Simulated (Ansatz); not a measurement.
# Ca3SiS (model cell, started as antiperovskite): a soft mode frozen in, part 3 of 3

Aim: this structure of Ca3SiS (model cell, started as antiperovskite) is to be tested for unstable modes, and one is followed downhill.

Ansatz 0.2.0; DFT PBEsol, scalar-relativistic, plane waves, PAW; PAW set soft_1.

So far. Step 5 (Energy along the mode, all amplitudes (two of the runs …): The lowest of the steps tried is the last one, at 0.6 Å, 91.7 meV/atom below the parent; the bottom of the well need not coincide with a step. Step 7 (The new phase in its own primitive cell): The largest force component left is 0.70 meV/Å and the pressure is -0.001 GPa, within the tolerances set. The cell now holds 27.40 Å³/atom. The relaxed cell has a, b, c = 7.202, 10.563, 7.204 Å (conventional setting).

The structure was built from a prototype and need not be the compound's stable phase.

## Step 8: Modes of the new phase, k-mesh 6×6×6, occupations fixed

A relaxed structure may still be a saddle point, so its zone-centre modes are computed. The response to a homogeneous field gives the Born charges and the dielectric tensor.

Contents of input.yaml:

```yaml
crystal:
  lattice:
    - [-3.6010874236, 5.2816622177, 3.6021629957]
    - [3.6010874236, -5.2816622177, 3.6021629957]
    - [3.6010874236, 5.2816622177, -3.6021629957]
  atoms:
    - { symbol: Si, position: [0.7224785044, 0.9724785044, 0.75] }
    - { symbol: Si, position: [0.2775214956, 0.0275214956, 0.25] }
    - { symbol: S, position: [0.5, 0.5, 0.0] }
    - { symbol: S, position: [0.0, 0.5, 0.5] }
    - { symbol: Ca, position: [0.1257410384, 0.3757410384, 0.75] }
    - { symbol: Ca, position: [0.8742589616, 0.6242589616, 0.25] }
    - { symbol: Ca, position: [0.3262097198, 0.0, 0.8262097198] }
    - { symbol: Ca, position: [0.6737902802, 0.0, 0.1737902802] }
    - { symbol: Ca, position: [0.3262097198, 0.5, 0.3262097198] }
    - { symbol: Ca, position: [0.6737902802, 0.5, 0.6737902802] }
kpoints:
  mp_grid: { grid: [6, 6, 6] }
hamiltonian:
  xc: pbesol
  pseudopotentials: { kind: paw, azcp: { folder: soft_1 }, xc_functional: pbe }
scf:
  occupations: { method: fixed }
output:
  eigenvalues: true
phonons:
  method: dfpt
  dielectric: true
  rigid_motions: translations
```

Run with:

```sh
$ ansatz run input.yaml --threads 8 --pin off --max-ram 16384MiB --backend cpu --events-out ev --progress --plain --runs-dir out
```

Numbers of over 12 decimals in the logs are rounded to 6 here.

Log:

```text
[...]
Crystal: 10 atoms, lattice volume = 274.049 Å³
Basis set: ecut = 420 eV, 5297 PW (Γ), exchange–correlation on 100×100×100 points (8 copies of the dense FFT grid, shifted against one another)
Bands: 50, of which v1, the nominal top of the filled ones, is band 40 counted from 1 (39 counted from 0)
Symmetry: 8 space group operations
k-points: 112 of 216 (irreducible under 1 space group operation, time reversal used)
[...]
SCF iter   1: F=—  HF=-13787.499844 eV  |F-HF|=—  |Δ(HF+E_count)|=         —  Δρ=3.23e-2  dr2=7.61e0  ethr=3.10e-3  ⟨swp⟩=6.4  Hψ=20843  notcnv=0  defer=675
[...]
SCF iter  11: F=-13785.418109 eV  HF=-13785.418109 eV  |F-HF|=1.82e-12  |Δ(HF+E_count)|=  4.91e-11  Δρ=6.43e-8  dr2=1.83e-11  ethr=1.00e-12  ⟨swp⟩=22.9  Hψ=43859  notcnv=0
SCF 1 converged in 11 iterations: F = -13785.418109 eV  dr2 = 1.83e-11
[...]
NSCF: frozen V_eff on 5 k-points
[...]
── the response to a field inside a basis, on 6×6×6 k-points: an SCF that follows is theirs, and a resumed run solves both again ──
Bands: 41, of which v1, the nominal top of the filled ones, is band 40 counted from 1 (39 counted from 0)
k-points: 45 of 216
[...]
Eigensolver: Dense (45 Hₖ)
SCF iter   1: F=—  HF=-13785.303416 eV  |F-HF|=—  |Δ(HF+E_count)|=         —  Δρ=1.94e-4  dr2=3.96e-5  ethr=1.00e-1
[...]
SCF iter   4: F=-13785.303430 eV  HF=-13785.303430 eV  |F-HF|=1.62e-9  |Δ(HF+E_count)|=   1.98e-8  Δρ=2.50e-6  dr2=2.57e-8  ethr=4.83e-10
SCF 1 converged in 4 iterations: F = -13785.303430 eV  dr2 = 2.57e-8
[...]
WARN: field response: ε∞ stands inside a basis, on 6×6×6 points; the force constants stand on the 6×6×6 k-mesh, whose period is 11.64 times the interband length at k = (0.0000, 0.0000, 0.0000), direct gap 0.909 eV, under 14: take them and everything formed from them as unconverged, and compare with a denser kpoints.mp_grid
SCF converged after 11 iterations
Free energy (F): -13785.418109 eV
[...]
Internal energy: -13785.418109 eV  (E = F + TS)
E sigma→0 (E₀):  -13785.418109 eV
Fermi energy:    6.405375 eV
[...]
--- Band table (eV; the first three rows and the last of 112) ---
  k-point 0: bands = [... 36 lower, 5.4991, 6.0338, 6.1025, 6.1573, 7.0667, 7.2054, 7.4923, 7.8446, ... 6 higher]
  k-point 1: bands = [... 36 lower, 5.4979, 5.6868, 5.9441, 5.9973, 7.3590, 7.3863, 7.7223, 7.7270, ... 6 higher]
  k-point 2: bands = [... 36 lower, 5.3447, 5.4794, 5.7209, 5.7432, 7.5531, 7.7112, 7.8552, 7.8989, ... 6 higher]
  k-point 111: bands = [... 36 lower, 5.2553, 5.5924, 5.6747, 6.4054, 7.0061, 7.3047, 7.6102, 7.9264, ... 6 higher]
--- Phonons (Γ-DFPT): 12 representative perturbations + reference, on 112 of 216 k-points (Σ response iterations 42) ---
  k mesh reduced under 1 symmetry operation, with k and −k counted as one. Each operation leaves every solved perturbation unchanged. A smaller set is not considered because the run solves the response to a homogeneous field
  ASR residual: 9.577e-5 → 0.000e0 eV/Å²; symmetrization residual: 2.093e-5 eV/Å²
  ASR residual per site (eV/Å²): 6.01e-5 6.01e-5 1.57e-5 1.57e-5 9.58e-5 9.58e-5 8.96e-5 8.96e-5 8.96e-5 8.96e-5
  Γ frequencies (cm⁻¹): -49.74 0.00 0.00 0.00 60.84 79.96 107.53 132.92 137.69 141.85 142.91 150.96 163.05 167.25 174.57 178.06 181.70 185.03 188.42 191.74 214.23 229.39 238.27 243.38 249.99 271.15 296.47 301.45 324.86 345.73
  ε∞ (high-frequency dielectric tensor):
       11.887725     0.000000     0.000000
        0.000000    11.292525     0.000000
        0.000000     0.000000    11.687246
  softest optical mode at Γ: -49.74 cm⁻¹; the repairs (sum rule, projections) moved no ω² at Γ by more than (2.61 cm⁻¹)²
  Born effective charges Z* (e; rows j = field, columns β = displacement):
    site 0:
        -3.61498    0.00000    0.00000
        -0.00000   -3.00741    0.00000
        -0.00000    0.00000   -3.73183
    site 1:
        -3.61498    0.00000    0.00000
        -0.00000   -3.00741    0.00000
        -0.00000    0.00000   -3.73183
    site 2:
        -2.82170    0.00000    0.00000
        -0.00000   -2.83662   -0.14077
        -0.00000    0.68179   -2.66320
    site 3:
        -2.82170    0.00000    0.00000
        -0.00000   -2.83662    0.14077
        -0.00000   -0.68179   -2.66320
    site 4:
         2.19811    0.00000    0.00000
        -0.00000    1.66062    0.00000
        -0.00000    0.00000    2.45684
    site 5:
         2.19811    0.00000    0.00000
        -0.00000    1.66062    0.00000
        -0.00000    0.00000    2.45684
    site 6:
         2.11929    0.00000   -0.37000
         0.00000    2.09171    0.00000
        -0.38032    0.00000    1.96909
    site 7:
         2.11929   -0.00000   -0.37000
         0.00000    2.09171    0.00000
        -0.38032    0.00000    1.96909
    site 8:
         2.11929    0.00000    0.37000
        -0.00000    2.09171    0.00000
         0.38032    0.00000    1.96909
    site 9:
         2.11929    0.00000    0.37000
        -0.00000    2.09171    0.00000
         0.38032    0.00000    1.96909
  Z* charge neutrality: 6.806e-2 e pre-enforcement
  solved inside a basis spanned on kpoints, on 6×6×6 k-points, its susceptibility summed on 10×12×10: ε∞ is read to err by 5.1e-2, Z* by 5.6e-2 e (field_mesh: kpoints solves on kpoints); Z* is corrected for what the basis lacks
  optical modes at Γ without the LO–TO term, one row a degenerate level:
      ω (cm⁻¹)  modes    IR ((D/Å)²/amu)
        -49.74      1             8.1566
         60.84      1             0.0000
         79.96      1             0.0000
        107.53      1             0.0000
        132.92      1             3.0759
        137.69      1             8.8733
        141.85      1             0.0000
[...]
optical modes at Γ + LO–TO along q̂ = [1.0000, 0.0000, 0.0000]:
      ω (cm⁻¹)  modes    IR ((D/Å)²/amu)
[...]
optical modes at Γ + LO–TO along q̂ = [0.0000, 1.0000, 0.0000]:
      ω (cm⁻¹)  modes    IR ((D/Å)²/amu)
[...]
optical modes at Γ + LO–TO along q̂ = [0.0000, 0.0000, 1.0000]:
      ω (cm⁻¹)  modes    IR ((D/Å)²/amu)
[...]
188.42      1             0.0000
        191.74      1             0.0000
        215.90      1             0.3122
        229.39      1             0.0000
        243.38      1             0.0000
        249.99      1             6.0773
        271.15      1             0.0000
        281.06      1            28.0799
        296.47      1             5.8897
        301.45      1             0.0000
        324.86      1            13.0705
        359.19      1            20.9278
```

It took 7.1 min on 8 threads of Arm Neoverse V2, shared host; peak memory 6.5 GiB; 54 min of CPU time.

Numbers from this step:

```
sum-rule residual before enforcement                    : 9.58e-5 eV/Å²
miss of the charge sum rule                             : 0.06806 e
estimated error of the dielectric tensor                : 0.05149
estimated error of the Born charges                     : 0.05625 e
point group                                             : mmm
highest optical mode at the zone centre (no LO-TO term) : 345.7 cm⁻¹
lowest optical zone-centre mode                         : -49.74 cm⁻¹
mean high-frequency dielectric constant                 : 11.62
largest Born charge (third of the trace)                : -3.451 e
top of the zone-centre spectrum with the field          : 359.2 cm⁻¹
```

Patterns of degenerate modes are one choice out of their space. Modes at Γ, with each element's share of the kinetic energy (negative means imaginary):

```tsv
mode	frequency (cm⁻¹)	symmetry	Si %	S %	Ca %
1	-49.7	B3u	19	0	81
2	0.0	acoustic	16	18	67
3	0.0	acoustic	16	18	67
4	0.0	acoustic	16	18	67
5	60.8	B2g	11	0	89
6	80.0	B1g	0	0	100
7	107.5	Au	0	7	93
8	132.9	B2u	4	39	57
9	137.7	B3u	0	26	74
10	141.8	B3g	31	0	69
11	142.9	Ag	7	0	93
12	151.0	B1u	4	6	90
13	163.1	B2g	2	0	98
14	167.2	B1u	12	30	57
15	174.6	Ag	20	0	80
16	178.1	B2u	80	0	20
17	181.7	B3u	65	3	32
18	185.0	B3g	65	0	35
19	188.4	B2g	87	0	13
20	191.7	B3g	5	0	95
21	214.2	B1u	14	82	4
22	229.4	B1g	0	0	100
23	238.3	B1u	54	11	35
24	243.4	Ag	73	0	27
25	250.0	B2u	0	50	50
26	271.1	Au	0	93	7
27	296.5	B2u	0	93	6
28	301.4	B3g	0	0	100
29	324.9	B3u	0	53	47
30	345.7	B1u	0	53	47
```

Displacements in mode 1 (-49.7 cm⁻¹), the largest set to 1:
```
Si1 -0.66  0.00  0.00
Si2 -0.66  0.00  0.00
S3  -0.02  0.00  0.00
S4  -0.02  0.00  0.00
Ca5  1.00  0.00  0.00
Ca6  1.00  0.00  0.00
Ca7 -0.26  0.00  0.27
Ca8 -0.26  0.00  0.27
Ca9 -0.26  0.00 -0.27
Ca10-0.26  0.00 -0.27
```

Displacements in mode 9 (137.7 cm⁻¹), the largest set to 1:
```
Si1 -0.08  0.00  0.00
Si2 -0.08  0.00  0.00
S3   1.00  0.00  0.00
S4   1.00  0.00  0.00
Ca5 -0.58  0.00  0.00
Ca6 -0.58  0.00  0.00
Ca7 -0.08  0.00  0.98
Ca8 -0.08  0.00  0.98
Ca9 -0.08  0.00 -0.98
Ca10-0.08  0.00 -0.98
```

Optical modes at the zone centre, without and with the macroscopic field of the longitudinal modes; each column is sorted by frequency, so a row need not hold one and the same mode. Modes with and without the field, by row:

```tsv
rank among optical modes	no field (cm⁻¹)	q along (1, 0, 0) (cm⁻¹)	q along (0, 1, 0) (cm⁻¹)	q along (0, 0, 1) (cm⁻¹)
1	-49.7	22.9	-49.7	-49.7
2	60.8	60.8	60.8	60.8
3	80	80	80	80
4	107.5	107.5	107.5	107.5
5	132.9	132.9	136.1	132.9
6	137.7	141.8	137.7	137.7
7	141.8	142.9	141.8	141.8
8	142.9	147.9	142.9	142.9
9	151	151	151	152.5
10	163.1	163.1	163.1	163.1
11	167.2	167.2	167.2	168.4
12	174.6	174.6	174.6	174.6
13	178.1	178.1	181.7	178.1
14	181.7	185	185	181.7
15	185	188.4	188.4	185
16	188.4	191.7	191.7	188.4
17	191.7	214.2	212.6	191.7
18	214.2	218.7	214.2	215.9
19	229.4	229.4	229.4	229.4
20	238.3	238.3	238.3	243.4
21	243.4	243.4	243.4	250
22	250	250	261.6	271.1
23	271.1	271.1	271.1	281.1
24	296.5	296.5	301.4	296.5
25	301.4	301.4	308.1	301.4
26	324.9	342	324.9	324.9
27	345.7	345.7	345.7	359.2
```

Born charge (rows field, columns displacement) (e), principal values of the symmetric part by kind of site:

```tsv
atom	atoms with these values	low	middle	high	mean
Si1	2	-3.73	-3.62	-3.01	-3.45
S3	2	-3.03	-2.82	-2.47	-2.77
Ca5	2	1.66	2.20	2.46	2.11
Ca7	4	1.66	2.09	2.43	2.06
```

In full for S3:

```
-2.82  0.00  0.00
 0.00 -2.84 -0.14
 0.00  0.68 -2.66
```

High-frequency dielectric tensor:

```
11.89  0.00  0.00
 0.00 11.29  0.00
 0.00  0.00 11.69
```

Transverse modes; imaginary modes are left out. Infrared lines, with heights relative to the strongest:

```tsv
position (cm⁻¹)	relative intensity
61	0.0
80	0.0
108	0.0
133	8.8
138	25
142	0.0
143	0.0
151	4.0
163	0.0
167	3.1
175	0.0
178	71
182	55
185	0.0
188	0.0
192	0.0
214	10
229	0.0
238	100
243	0.0
250	17
271	0.0
296	17
302	0.0
325	37
346	26
```

Before it was imposed, the acoustic sum rule was missed by 9.6e-5 eV/Å² and the charge sum rule by 0.068 e. The charge miss is large and points to the mesh or the basis. The lowest optical mode is imaginary, 49.7i cm⁻¹, so the energy falls along it.

The log warns of the k mesh: “the force constants stand on the 6×6×6 k-mesh, whose period is 11.64 times the interband length at k = (0.0000, 0.0000, 0.0000), direct gap 0.909 eV, under 14: take them and everything formed from them as unconverged”.

## Step 9: The phases reached

The phases reached along the modes that were followed are set side by side.

Energies are those of the first relaxation, on the mesh of the frozen mode; space group, volume and gap are those of the last relaxation. Phases, by row:

```tsv
mode frozen in	space group	energy from parent (meV/atom)	volume (Å³/atom)	gap on mesh (eV)	lowest zone-centre optical mode (cm⁻¹)	largest shift (Å)
parent	Pm-3m	0	27.61	0.025	–	–
q = (0, -0.5, -0.5), 107i cm⁻¹	P4/mbm	-121.4	27.16	0.365	-75.8	0.833
q = (-0.5, -0.5, -0.5), 105i cm⁻¹	I4/mcm	-121	27.07	0.452	-81.1	0.839
q = (-0.5, -0.5, -0.5), 105i cm⁻¹	R-3c	-151.8	27.02	0.97	-78.7	0.801
q = (-0.5, -0.5, -0.5), 105i cm⁻¹	Imma	-163.8	27.4	0.601	-49.7	0.895
```

## Step 10: Summary of results

```
unstable mode of the parent                                                      : q = (-0.5, -0.5, -0.5), 105i cm⁻¹
depth at the lowest point sampled                                                : 91.7 meV/atom
largest atomic shift at that point                                               : 0.6 Å
space group reached (within 0.01 Å)                                              : Imma
energy gained over the parent (first relaxation, on the mesh of the frozen mode) : 164 meV/atom
volume per atom, phase reached                                                   : 27.4 Å³
gap on the k-mesh, phase reached                                                 : 0.601 eV
lowest optical zone-centre mode, phase reached                                   : -49.7 cm⁻¹
highest optical mode at the zone centre (no LO-TO term), phase reached           : 346 cm⁻¹
```

In words: Along this mode the structure falls into Imma, 164 meV/atom below the parent. At the parent's cell the well is 91.73 meV/atom deep on the steps tried, with its lowest point at a shift of 0.6 Å. That is the last step tried, so the steps alone don't bracket the bottom of the well. Relaxing atoms and cell changes the gain by +72.03 meV/atom against the lowest step (energies at zero smearing). The new phase still has an imaginary mode at the zone centre of its cell, so it is a saddle point on the way to a lower structure. Of the 4 patterns followed to their end from this parent, this one reaches the lowest energy. Each path keeps the symmetry of its pattern, so a lower phase may lie along a pattern not tried. With the field response the log warns that the k mesh is coarse for the force constants too, so the frequencies may not be converged. With no gap, or one that is small against the smearing, the frequencies hang on the k mesh and the smearing, most of all near Kohn anomalies. In at least one run the field response is not settled by the k meshes in reach, so its dielectric tensor, Born charges and longitudinal modes are rough. The PAW files were made for PBE and serve the other functionals too. A phonon run warned that its eigensolver left some bands unconverged in a pass. The starting cell was built on a prototype and not taken from a measurement, so the phase need not exist.

[Logs are printed without paths, hosts, clocks, repeated set-up lines and the standing remarks that a program may print on its own settings, such as how far it seeks lower states.]

[Hosts, paths, dates, database ids (printed as entryN), source tags and the programs' standing remarks are cut or masked in the printed files.]
